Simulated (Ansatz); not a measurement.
# Al6Si (built on the sites of a database entry of SiB6): a soft mode frozen in, part 2 of 2

Aim: this structure of Al6Si (built on the sites of a database entry of SiB6) is to be tested for unstable modes, and one is followed downhill.

Ansatz 0.2.0; DFT PBEsol, scalar-relativistic, plane waves, PAW.

So far. Step 4 (The mode frozen in, largest atomic shift 0.6 Å): The run ends at a pressure of -5.20 GPa, with forces up to 0.48 eV/Å. Step 5 (Energy along the mode, all amplitudes (two of the runs …): The lowest of the steps tried is the last one, at 0.6 Å, 31.0 meV/atom below the parent; the bottom of the well need not coincide with a step.

The structure was built from a prototype and need not be the compound's stable phase.

### 6. Relaxing from the distorted cell

Starting from the lowest point found, all atoms and the cell are let go, so that strain and other modes of the same symmetry can join in.

input.yaml

```yaml
crystal:
  lattice:
    - [6.1489135354, 0.0, 0.0]
    - [0.0, 6.1489135354, 0.0]
    - [0.0, 0.0, 6.1489135354]
  atoms:
    - { symbol: Si, position: [0.0, 0.0, 0.0] }
    - { symbol: Al, position: [0.1974385139, 0.4310017833, 0.4310017833] }
    - { symbol: Al, position: [0.5689982167, 0.1974385139, 0.5689982167] }
    - { symbol: Al, position: [0.8025614861, 0.5689982167, 0.5689982167] }
    - { symbol: Al, position: [0.4310017833, 0.8025614861, 0.4310017833] }
    - { symbol: Al, position: [0.5689982167, 0.4310017833, 0.1974385139] }
    - { symbol: Al, position: [0.4310017833, 0.5689982167, 0.8025614861] }
kpoints:
  mp_grid: { grid: [6, 6, 6] }
hamiltonian:
  xc: pbesol
scf:
  occupations: { method: methfessel_paxton, width: 0.15 }
output:
  forces: true
  stress: true
  eigenvalues: true
relax:
  adjacent_minimum: "off"
  f_tol: 0.002
  max_steps: 120
  cell: { stress_tol: 0.03 }
```

Run with:

```console
ansatz run input.yaml --threads 8 --pin off --max-ram 14336MiB --backend cpu --events-out ev --progress --plain --runs-dir out
```

Numbers of over 12 decimals in the logs are rounded to 6 here.

Log:

```text
[...]
Crystal: 7 atoms, lattice volume = 232.485 Å³
Basis set: ecut = 420 eV, 4553 PW (Γ), exchange–correlation on 90×90×90 points (8 copies of the dense FFT grid, shifted against one another)
Bands: 18, of which v1, the nominal top of the filled ones, is band 11 counted from 1 (10 counted from 0)
Symmetry: 6 space group operations
[...]
k-points: 40 of 216
[...]
SCF iter   1: F=—  HF=-3760.674936 eV  |F-HF|=—  |Δ(HF+E_count)|=         —  Δρ=6.52e-3  dr2=5.94e-1  ethr=1.77e-3  ⟨swp⟩=7.3  Hψ=4639  notcnv=0
[...]
SCF iter   8: F=-3760.607740 eV  HF=-3760.607740 eV  |F-HF|=9.26e-10  |Δ(HF+E_count)|=   1.63e-8  S|Δr|=    0.00e0  Δρ=7.40e-7  dr2=4.98e-9  ethr=4.55e-10  ⟨swp⟩=7.5  Hψ=3277  notcnv=0
SCF 1 converged in 8 iterations: F = -3760.607740 eV  dr2 = 4.98e-9
[...]
relax step   1: F+E_penalty+E_count = -3760.60773992 eV  Δ(F+E_penalty+E_count) = +0.000e0 eV  max|allowed force component| = 4.209e-1 eV/Å  Δτ_max = 0.0000 Å  P = -5.195 GPa  Ω = 232.485 Å³  (8 SCF iters, dr2 threshold 1.00e-7 eV, accepted)
Crystal: 7 atoms, lattice volume = 204.042 Å³
Basis set: ecut = 420 eV, 3959 PW (Γ), exchange–correlation on 90×90×90 points (8 copies of the dense FFT grid, shifted against one another)
[...]
iter 1 solved again at ethr=1.56e-3 eV; its pass at ethr=3.10e-3 eV (dr2=3.44e-1 eV) is discarded
[...]
SCF iter   7: F=-3761.648930 eV  HF=-3761.648930 eV  |F-HF|=3.21e-9  |Δ(HF+E_count)|=   4.48e-7  S|Δr|=    0.00e0  Δρ=2.09e-6  dr2=2.31e-8  ethr=3.18e-9  ⟨swp⟩=8.2  Hψ=3878  notcnv=0
SCF 2 converged in 7 iterations: F = -3761.648930 eV  dr2 = 2.31e-8
[...]
relax step   2: F+E_penalty+E_count = -3761.64893040 eV  Δ(F+E_penalty+E_count) = -1.041e0 eV  max|allowed force component| = 4.157e-1 eV/Å  Δτ_max = 0.0741 Å  P = -3.998 GPa  Ω = 204.042 Å³  energy of the carried Pulay correction = +4.137e-3 eV  (7 SCF iters, dr2 threshold 7.00e-7 eV, accepted)
Crystal: 7 atoms, lattice volume = 178.477 Å³
Basis set: ecut = 420 eV, 3491 PW (Γ), exchange–correlation on 90×90×90 points (8 copies of the dense FFT grid, shifted against one another)
[...]
SCF iter   7: F=-3762.859697 eV  HF=-3762.859697 eV  |F-HF|=3.38e-9  |Δ(HF+E_count)|=   1.97e-7  S|Δr|=    0.00e0  Δρ=2.81e-6  dr2=2.26e-8  ethr=3.18e-9  ⟨swp⟩=5.8  Hψ=3316  notcnv=0
SCF 3 converged in 7 iterations: F = -3762.859697 eV  dr2 = 2.26e-8
[...]
relax step   3: F+E_penalty+E_count = -3762.85969723 eV  Δ(F+E_penalty+E_count) = -1.211e0 eV  max|allowed force component| = 7.633e-1 eV/Å  Δτ_max = 0.1416 Å  P = -3.565 GPa  Ω = 178.477 Å³  energy of the carried Pulay correction = +8.347e-3 eV  (7 SCF iters, dr2 threshold 7.00e-7 eV, accepted)
[... from here on, the SCF cycles and remarks between the steps are left out ...]
relax step   4: F+E_penalty+E_count = -3764.60127955 eV  Δ(F+E_penalty+E_count) = -1.742e0 eV  max|allowed force component| = 1.037e0 eV/Å  Δτ_max = 0.1797 Å  P = -3.949 GPa  Ω = 155.888 Å³  energy of the carried Pulay correction = +1.253e-2 eV  (6 SCF iters, dr2 threshold 7.00e-7 eV, accepted)
relax step   5: F+E_penalty+E_count = -3766.27843221 eV  Δ(F+E_penalty+E_count) = -1.677e0 eV  max|allowed force component| = 8.064e-1 eV/Å  Δτ_max = 0.1907 Å  P = -1.296 GPa  Ω = 135.669 Å³  energy of the carried Pulay correction = +1.670e-2 eV  (6 SCF iters, dr2 threshold 7.00e-7 eV, accepted)
relax step   6: F+E_penalty+E_count = -3766.65816164 eV  Δ(F+E_penalty+E_count) = -3.797e-1 eV  max|allowed force component| = 3.276e-1 eV/Å  Δτ_max = 0.1948 Å  P = +1.917 GPa  Ω = 126.902 Å³  energy of the carried Pulay correction = +1.865e-2 eV  (6 SCF iters, dr2 threshold 7.00e-7 eV, accepted)
relax step   7: F+E_penalty+E_count = -3767.01428160 eV  Δ(F+E_penalty+E_count) = -3.561e-1 eV  max|allowed force component| = 3.887e-1 eV/Å  Δτ_max = 0.0527 Å  P = +1.251 GPa  Ω = 123.457 Å³  energy of the carried Pulay correction = +1.945e-2 eV  (5 SCF iters, dr2 threshold 7.00e-7 eV, accepted)
relax step   8: F+E_penalty+E_count = -3767.45210496 eV  Δ(F+E_penalty+E_count) = -4.378e-1 eV  max|allowed force component| = 3.809e-1 eV/Å  Δτ_max = 0.0839 Å  P = -1.552 GPa  Ω = 122.882 Å³  energy of the carried Pulay correction = +1.958e-2 eV  (5 SCF iters, dr2 threshold 7.00e-7 eV, accepted)
relax step   9: F+E_penalty+E_count = -3767.87853430 eV  Δ(F+E_penalty+E_count) = -4.264e-1 eV  max|allowed force component| = 3.827e-1 eV/Å  Δτ_max = 0.1204 Å  P = -1.694 GPa  Ω = 118.216 Å³  energy of the carried Pulay correction = +2.068e-2 eV  (5 SCF iters, dr2 threshold 7.00e-7 eV, accepted)
relax step  10: F+E_penalty+E_count = -3768.22540565 eV  Δ(F+E_penalty+E_count) = -3.469e-1 eV  max|allowed force component| = 3.223e-1 eV/Å  Δτ_max = 0.0968 Å  P = -0.020 GPa  Ω = 112.211 Å³  energy of the carried Pulay correction = +2.213e-2 eV  (5 SCF iters, dr2 threshold 7.00e-7 eV, accepted)
relax step  11: F+E_penalty+E_count = -3768.38514720 eV  Δ(F+E_penalty+E_count) = -1.597e-1 eV  max|allowed force component| = 2.103e-1 eV/Å  Δτ_max = 0.1646 Å  P = +1.898 GPa  Ω = 108.485 Å³  energy of the carried Pulay correction = +2.306e-2 eV  (5 SCF iters, dr2 threshold 7.00e-7 eV, accepted)
relax step  12: F+E_penalty+E_count = -3768.45239370 eV  Δ(F+E_penalty+E_count) = -6.725e-2 eV  max|allowed force component| = 6.828e-3 eV/Å  Δτ_max = 0.0741 Å  P = -0.151 GPa  Ω = 110.685 Å³  energy of the carried Pulay correction = +2.251e-2 eV  (5 SCF iters, dr2 threshold 7.00e-7 eV, accepted)
relax step  13: F+E_penalty+E_count = -3768.45261249 eV  Δ(F+E_penalty+E_count) = -2.188e-4 eV  max|allowed force component| = 1.259e-3 eV/Å  Δτ_max = 0.0017 Å  P = +0.010 GPa  Ω = 110.478 Å³  energy of the carried Pulay correction = +2.256e-2 eV  (3 SCF iters, dr2 threshold 8.21e-8 eV, accepted)
relax step  14: F+E_penalty+E_count = -3768.45261810 eV  Δ(F+E_penalty+E_count) = -5.613e-6 eV  max|allowed force component| = 3.653e-4 eV/Å  Δτ_max = 0.0006 Å  P = +0.003 GPa  Ω = 110.490 Å³  energy of the carried Pulay correction = +2.256e-2 eV  (4 SCF iters, dr2 threshold 2.84e-9 eV, accepted)
Basis set: ecut = 420 eV, 2173 PW (Γ), exchange–correlation on 72×72×72 points (8 copies of the dense FFT grid, shifted against one another)
[...]
SCF iter   5: F=-3768.449520 eV  HF=-3768.449520 eV  |F-HF|=0.00e0  |Δ(HF+E_count)|=  4.55e-12  S|Δr|=    0.00e0  Δρ=2.14e-8  dr2=4.18e-13  ethr=1.00e-12  ⟨swp⟩=5.0  Hψ=2423  notcnv=0
SCF 15 converged in 5 iterations: F = -3768.449520 eV  dr2 = 4.18e-13
relax step  15: F+E_penalty+E_count = -3768.44952019 eV  Δ(F+E_penalty+E_count) = +3.098e-3 eV  max|allowed force component| = 2.967e-4 eV/Å  Δτ_max = 0.0000 Å  P = -0.027 GPa  Ω = 110.490 Å³  stress off target by 2.80e-2 GPa  SCF on the basis re-selected at this cell (its energy is not comparable with the rows above)  (5 SCF iters)
basis re-selected at this cell: Δ(F+E_penalty+E_count) = +3.098e-3 eV, ΔP = -0.030 GPa vs the last step (what re-selecting the basis moved, of the pressure what is left beyond the Pulay correction that the steps carried, after the strain that the cell walked since its last selection, with what the two solves' SCF thresholds leave and, on support functions, any second-order correction that the steps lacked; it is no measure of the basis error at this ecutwfc). The dense FFT grid was sized anew with the basis: this SCF ran on 36×36×36 points, the steps before it on 45×45×45, so part of this shift can come from that change (see relax.cell in the input reference). [rest of the remark cut]
SCF converged after 5 iterations
[...]
Free energy (F): -3768.449520 eV
[...]
Internal energy: -3768.445889 eV  (E = F + TS)
E sigma→0 (E₀):  -3768.448612 eV
Entropy (-TS):   -0.003631 eV (-0.519 meV/atom)
Fermi energy:    8.534632 eV
[...]
--- Forces (eV/Å), atoms counted from 1 ---
  atom   1  Si     0.00000000     0.00000000     0.00000000
  atom   2  Al     0.00017665     0.00029671     0.00006964
  atom   3  Al    -0.00006964     0.00017665    -0.00029671
  atom   4  Al    -0.00017665    -0.00029671    -0.00006964
  atom   5  Al     0.00006964    -0.00017665     0.00029671
  atom   6  Al    -0.00029671     0.00006964     0.00017665
  atom   7  Al     0.00029671    -0.00006964    -0.00017665
  max |Σ_I F_I| component: 4.61e-18 eV/Å
--- Stress (GPa, compression-positive) ---
       -0.027017       0.000939      -0.000939
        0.000939      -0.027017      -0.000939
       -0.000939      -0.000939      -0.027017
  P = ⅓ Tr σ = -0.0270 GPa (-0.270 kbar)
--- Band table (eV; the first three rows and the last of 40) ---
  k-point 0: bands = [... 7 lower, 6.6140, 6.7659, 6.7659, 7.2868, 7.2875, 7.2875, 11.5253, 11.7441, ... 3 higher]
  k-point 1: bands = [... 7 lower, 5.5194, 5.7757, 7.0548, 7.2293, 8.4813, 8.7998, 9.7871, 10.3513, ... 3 higher]
  k-point 2: bands = [... 7 lower, 5.0234, 7.0588, 7.4931, 7.6337, 8.0456, 8.6169, 9.9898, 10.1468, ... 3 higher]
  k-point 39: bands = [... 7 lower, 3.8243, 10.3895, 10.3895, 10.7970, 10.9714, 11.0912, 11.0912, 12.6214, ... 3 higher]
--- Relaxed structure (14 steps of the walk, 14 accepted, 1 SCFs on fresh bases) ---
  F+E_penalty+E_count = -3768.44952019 eV   max|allowed force component| = 2.967e-4 eV/Å   (the final SCF, on the basis selected at the relaxed cell)
  cell:  # Å, volume = 110.4900 Å³
    - [4.839741, -0.432058, 0.432058]
    - [-0.432058, 4.839741, 0.432058]
    - [0.432058, 0.432058, 4.839741]
  atoms:
    - { symbol: Si, position: [1.5995122566071364e-19, -8.060534206524234e-19, -8.866587627176665e-19] }
    - { symbol: Al, position: [0.141508, 0.283641, 0.429479] }
    - { symbol: Al, position: [0.570521, 0.141508, 0.716359] }
    - { symbol: Al, position: [0.858492, 0.716359, 0.570521] }
    - { symbol: Al, position: [0.429479, 0.858492, 0.283641] }
    - { symbol: Al, position: [0.716359, 0.429479, 0.141508] }
    - { symbol: Al, position: [0.283641, 0.570521, 0.858492] }
```

The job ended after 18 s (8 threads of Arm Neoverse V2, shared host; peak memory 0.72 GiB).

The steps of the relaxation:

| step | energy less that of the first step (eV) | largest force component (eV/Å) | pressure (GPa) | volume (Å³) |
| --- | --- | --- | --- | --- |
| 1 | 0.0000 | 0.4209 | -5.20 | 232.49 |
| 2 | -1.0412 | 0.4157 | -4.00 | 204.04 |
| 3 | -2.2520 | 0.7633 | -3.56 | 178.48 |
| 4 | -3.9935 | 1.0367 | -3.95 | 155.89 |
| 5 | -5.6707 | 0.8064 | -1.30 | 135.67 |
| 6 | -6.0504 | 0.3276 | 1.92 | 126.90 |
| 7 | -6.4065 | 0.3887 | 1.25 | 123.46 |
| 8 | -6.8444 | 0.3809 | -1.55 | 122.88 |
| 9 | -7.2708 | 0.3827 | -1.69 | 118.22 |
| 10 | -7.6177 | 0.3223 | -0.02 | 112.21 |
| 11 | -7.7774 | 0.2103 | 1.90 | 108.49 |
| 12 | -7.8447 | 0.0068 | -0.15 | 110.68 |
| 13 | -7.8449 | 0.0013 | 0.01 | 110.48 |
| 14 | -7.8449 | 0.0004 | 0.00 | 110.49 |
| 15* | -7.8418 | 0.0003 | -0.03 | 110.49 |

Relaxation steps marked * repeat the geometry before them on a plane-wave basis chosen anew for their cell, so energy and pressure can jump there.

The run keeps the 6 symmetry operations that it works with, so distortions that break them were not tested.

| cell as run | before | after | change |
| --- | --- | --- | --- |
| a (Å) | 6.149 | 4.878 | -20.7 % |
| b (Å) | 6.149 | 4.878 | -20.7 % |
| c (Å) | 6.149 | 4.878 | -20.7 % |
| α (°) | 90.00 | 80.33 | -10.7 % |
| β (°) | 90.00 | 80.33 | -10.7 % |
| γ (°) | 90.00 | 99.67 | +10.7 % |
| volume (Å³/atom) | 33.21 | 15.78 | -52.5 % |

The atoms that moved most (Å, as changes of fractional coordinates times the final cell):

| atom | dx | dy | dz | length |
| --- | --- | --- | --- | --- |
| Al4 | 0.208 | 0.690 | 0.095 | 0.727 |
| Al6 | 0.690 | -0.095 | -0.208 | 0.727 |
| Al5 | -0.095 | 0.208 | -0.690 | 0.727 |
| Al2 | -0.208 | -0.690 | -0.095 | 0.727 |
| Al7 | -0.690 | 0.095 | 0.208 | 0.727 |
| Al3 | 0.095 | -0.208 | 0.690 | 0.727 |

Numbers from this step:

```
pressure        : -0.02702 GPa
volume per atom : 15.78 Å³
```

The distorted start has space group R-3; the relaxation ends in R-3.

### 7. The new phase in its own primitive cell

The relaxed structure is symmetrised, reduced to its primitive cell and relaxed tightly, as its phonons need.

input.yaml

```yaml
crystal:
  lattice:
    - [3.7277251147, 2.1522030985, 2.2953280829]
    - [-3.7277251147, 2.1522030985, 2.2953280829]
    - [0.0, -4.3044061969, 2.2953280829]
  atoms:
    - { symbol: Si, position: [0.0, 0.0, 0.0] }
    - { symbol: Al, position: [0.1415083309, 0.5705211339, 0.2836414956] }
    - { symbol: Al, position: [0.5705211339, 0.2836414956, 0.1415083309] }
    - { symbol: Al, position: [0.8584916691, 0.4294788661, 0.7163585044] }
    - { symbol: Al, position: [0.4294788661, 0.7163585044, 0.8584916691] }
    - { symbol: Al, position: [0.7163585044, 0.8584916691, 0.4294788661] }
    - { symbol: Al, position: [0.2836414956, 0.1415083309, 0.5705211339] }
kpoints:
  mp_grid: { grid: [6, 6, 6] }
hamiltonian:
  xc: pbesol
scf:
  occupations: { method: methfessel_paxton, width: 0.15 }
output:
  forces: true
  stress: true
  eigenvalues: true
relax:
  adjacent_minimum: "off"
  f_tol: 0.001
  max_steps: 60
  cell: { stress_tol: 0.01 }
```

Log:

```text
[...]
Crystal: 7 atoms, lattice volume = 110.490 Å³
Basis set: ecut = 420 eV, 2173 PW (Γ), exchange–correlation on 72×72×72 points (8 copies of the dense FFT grid, shifted against one another)
Bands: 18, of which v1, the nominal top of the filled ones, is band 11 counted from 1 (10 counted from 0)
Symmetry: 6 space group operations
[...]
k-points: 40 of 216
[...]
- [-3.727238, 2.151922, 2.295079]
    - [0, -4.303844, 2.295079]
  atoms:
    - { symbol: Si, position: [0, 0, 0] }
    - { symbol: Al, position: [0.141514, 0.570522, 0.283652] }
    - { symbol: Al, position: [0.570522, 0.283652, 0.141514] }
    - { symbol: Al, position: [0.858486, 0.429478, 0.716348] }
    - { symbol: Al, position: [0.429478, 0.716348, 0.858486] }
    - { symbol: Al, position: [0.716348, 0.858486, 0.429478] }
    - { symbol: Al, position: [0.283652, 0.141514, 0.570522] }
[key lines of the parts left out:]
SCF converged after 4 iterations
Free energy (F): -3768.449524 eV
Fermi energy:    8.538893 eV
P = ⅓ Tr σ = 0.0042 GPa (0.042 kbar)
```

Run time: 1.8 s. Hardware: 8 threads; peak memory 0.5 GiB.

Little changed from the start: no atom moved by 0.005 Å and no cell edge by 0.1 %.

Numbers from this step:

```yaml
pressure: 0.004199 GPa
```

The largest force component left is 0.093 meV/Å and the pressure is 0.004 GPa, within the tolerances set. The cell now holds 15.78 Å³/atom.

### 8. Modes of the new phase

A relaxed structure may still be a saddle point, so its zone-centre modes are computed. No field response is asked, since the mesh shows no gap.

input.yaml

```yaml
crystal:
  lattice:
    - [3.7272384472, 2.1519221209, 2.2950787189]
    - [-3.7272384472, 2.1519221209, 2.2950787189]
    - [0.0, -4.3038442417, 2.2950787189]
  atoms:
    - { symbol: Si, position: [0.0, 0.0, 0.0] }
    - { symbol: Al, position: [0.1415142355, 0.5705219304, 0.2836520451] }
    - { symbol: Al, position: [0.5705219304, 0.2836520451, 0.1415142355] }
    - { symbol: Al, position: [0.8584857645, 0.4294780696, 0.7163479549] }
    - { symbol: Al, position: [0.4294780696, 0.7163479549, 0.8584857645] }
    - { symbol: Al, position: [0.7163479549, 0.8584857645, 0.4294780696] }
    - { symbol: Al, position: [0.2836520451, 0.1415142355, 0.5705219304] }
kpoints:
  mp_grid: { grid: [6, 6, 6] }
hamiltonian:
  xc: pbesol
scf:
  occupations: { method: methfessel_paxton, width: 0.15 }
output:
  eigenvalues: true
phonons:
  method: dfpt
```

Log:

```text
[...]
Crystal: 7 atoms, lattice volume = 110.449 Å³
Basis set: ecut = 420 eV, 2173 PW (Γ), exchange–correlation on 72×72×72 points (8 copies of the dense FFT grid, shifted against one another)
Bands: 18, of which v1, the nominal top of the filled ones, is band 11 counted from 1 (10 counted from 0)
Symmetry: 6 space group operations
k-points: 112 of 216 (irreducible under 1 space group operation, time reversal used)
[...]
SCF iter   1: F=—  HF=-3768.450143 eV  |F-HF|=—  |Δ(HF+E_count)|=         —  Δρ=1.43e-3  dr2=4.04e-3  ethr=1.77e-3  ⟨swp⟩=6.1  Hψ=12031  notcnv=0
[...]
SCF iter   7: F=-3768.449524 eV  HF=-3768.449524 eV  |F-HF|=1.82e-12  |Δ(HF+E_count)|=  4.37e-11  S|Δr|=    0.00e0  Δρ=3.15e-8  dr2=1.48e-12  ethr=1.00e-12  ⟨swp⟩=8.9  Hψ=10222  notcnv=0
SCF 1 converged in 7 iterations: F = -3768.449524 eV  dr2 = 1.48e-12
[...]
SCF converged after 7 iterations
[...]
Free energy (F): -3768.449524 eV
[...]
Internal energy: -3768.445918 eV  (E = F + TS)
E sigma→0 (E₀):  -3768.448622 eV
Entropy (-TS):   -0.003606 eV (-0.515 meV/atom)
Fermi energy:    8.538892 eV
[...]
--- Band table (eV; the first three rows and the last of 112) ---
  k-point 0: bands = [... 7 lower, 6.6177, 6.7696, 6.7696, 7.2907, 7.2914, 7.2914, 11.5303, 11.7489, ... 3 higher]
  k-point 1: bands = [... 7 lower, 5.5229, 5.7795, 7.0586, 7.2332, 8.4852, 8.8040, 9.7918, 10.3556, ... 3 higher]
  k-point 2: bands = [... 7 lower, 5.0264, 7.0623, 7.4967, 7.6376, 8.0495, 8.6214, 9.9942, 10.1512, ... 3 higher]
  k-point 111: bands = [... 7 lower, 3.8274, 10.3941, 10.3941, 10.8018, 10.9763, 11.0958, 11.0958, 12.6261, ... 3 higher]
[...]
k mesh reduced under 1 symmetry operation, with k and −k counted as one. Each operation leaves every solved perturbation unchanged. A smaller set is not used because it would not reduce the number of displacements times k-points to solve
  ASR residual: 1.109e-5 → 0.000e0 eV/Å²; symmetrization residual: 9.498e-7 eV/Å²
  ASR residual per site (eV/Å²): 7.45e-6 1.11e-5 8.50e-6 1.11e-5 8.50e-6 7.38e-6 7.38e-6
[...]
```

It took 12 s on 8 threads; peak memory 1.1 GiB.

This step gave:

* sum-rule residual before enforcement: 1.11e-5 eV/Å²
* point group: -3
* highest optical mode at the zone centre (no LO-TO term): 310.8 cm⁻¹
* lowest optical zone-centre mode: 152.2 cm⁻¹

Patterns of degenerate modes are one choice out of their space. The modes at Γ (shares of kinetic energy by element, %):

| mode | frequency (cm⁻¹) | symmetry | Si % | Al % |
| --- | --- | --- | --- | --- |
| 1 | 0.0 | acoustic | 15 | 85 |
| 2 | 0.0 | acoustic | 15 | 85 |
| 3 | 0.0 | acoustic | 15 | 85 |
| 4 | 152.2 | Au | 23 | 77 |
| 5 | 161.8 | Eu | 60 | 40 |
| 6 | 161.8 | Eu | 60 | 40 |
| 7 | 174.5 | Eg | 0 | 100 |
| 8 | 174.5 | Eg | 0 | 100 |
| 9 | 177.5 | Ag | 0 | 100 |
| 10 | 215.3 | Au | 56 | 44 |
| 11 | 223.3 | Eu | 16 | 84 |
| 12 | 223.3 | Eu | 16 | 84 |
| 13 | 238.5 | Eg | 0 | 100 |
| 14 | 238.5 | Eg | 0 | 100 |
| 15 | 239.3 | Ag | 0 | 100 |
| 16 | 284.2 | Eu | 9 | 91 |
| 17 | 284.2 | Eu | 9 | 91 |
| 18 | 297.8 | Au | 6 | 94 |
| 19 | 306.8 | Eg | 0 | 100 |
| 20 | 306.8 | Eg | 0 | 100 |
| 21 | 310.8 | Ag | 0 | 100 |

Displacements in mode 4 (152.2 cm⁻¹), the largest set to 1:
```
Si1  0.00  0.00  1.00
Al2 -0.39  0.63 -0.17
Al3  0.74  0.02 -0.17
Al4 -0.39  0.63 -0.17
Al5  0.74  0.02 -0.17
Al6 -0.35 -0.66 -0.17
Al7 -0.35 -0.66 -0.17
```

Displacements in mode 9 (177.5 cm⁻¹), the largest set to 1:
```
Si1  0.00  0.00  0.00
Al2  0.09  1.00  0.60
Al3  0.82 -0.58  0.60
Al4 -0.09 -1.00 -0.60
Al5 -0.82  0.58 -0.60
Al6  0.91  0.42 -0.60
Al7 -0.91 -0.42  0.60
```

Before it was imposed, the acoustic sum rule was missed by 1.1e-5 eV/Å². Small misses are needed for a sound result but don't prove that mesh and cutoff are converged. The lowest optical mode is real, 152 cm⁻¹.

### 9. Summary of results

- unstable mode of the parent: q = (0, 0, 0), 70i cm⁻¹
- depth at the lowest point sampled: 31.0 meV/atom
- largest atomic shift at that point: 0.6 Å
- space group reached (within 0.01 Å): R-3
- energy gained over the parent (first relaxation, on the mesh of the frozen mode): 1151 meV/atom
- volume per atom, phase reached: 15.8 Å³
- lowest optical zone-centre mode, phase reached: 152 cm⁻¹
- highest optical mode at the zone centre (no LO-TO term), phase reached: 311 cm⁻¹

**Reading.** Along this mode the structure falls into R-3, 1151 meV/atom below the parent. At the parent's cell the well is 31.03 meV/atom deep on the steps tried, with its lowest point at a shift of 0.6 Å. That is the last step tried, so the steps alone don't bracket the bottom of the well. Relaxing atoms and cell changes the gain by +1120.17 meV/atom against the lowest step (energies at zero smearing). Most of the total comes from this relaxation. The new phase has no imaginary mode at the zone centre of its cell; other wavevectors were not checked. Of the 6 patterns followed to their end from this parent, this one reaches the lowest energy. Each path keeps the symmetry of its pattern, so a lower phase may lie along a pattern not tried. With no gap, or one that is small against the smearing, the frequencies hang on the k mesh and the smearing, most of all near Kohn anomalies. The starting cell was built on a prototype and not taken from a measurement, so the phase need not exist.

[Logs are printed without paths, hosts, clocks, repeated set-up lines and the standing remarks that a program may print on its own settings, such as how far it seeks lower states.]

[Hosts, paths, dates, database ids (printed as entryN), source tags and the programs' standing remarks are cut or masked in the printed files.]
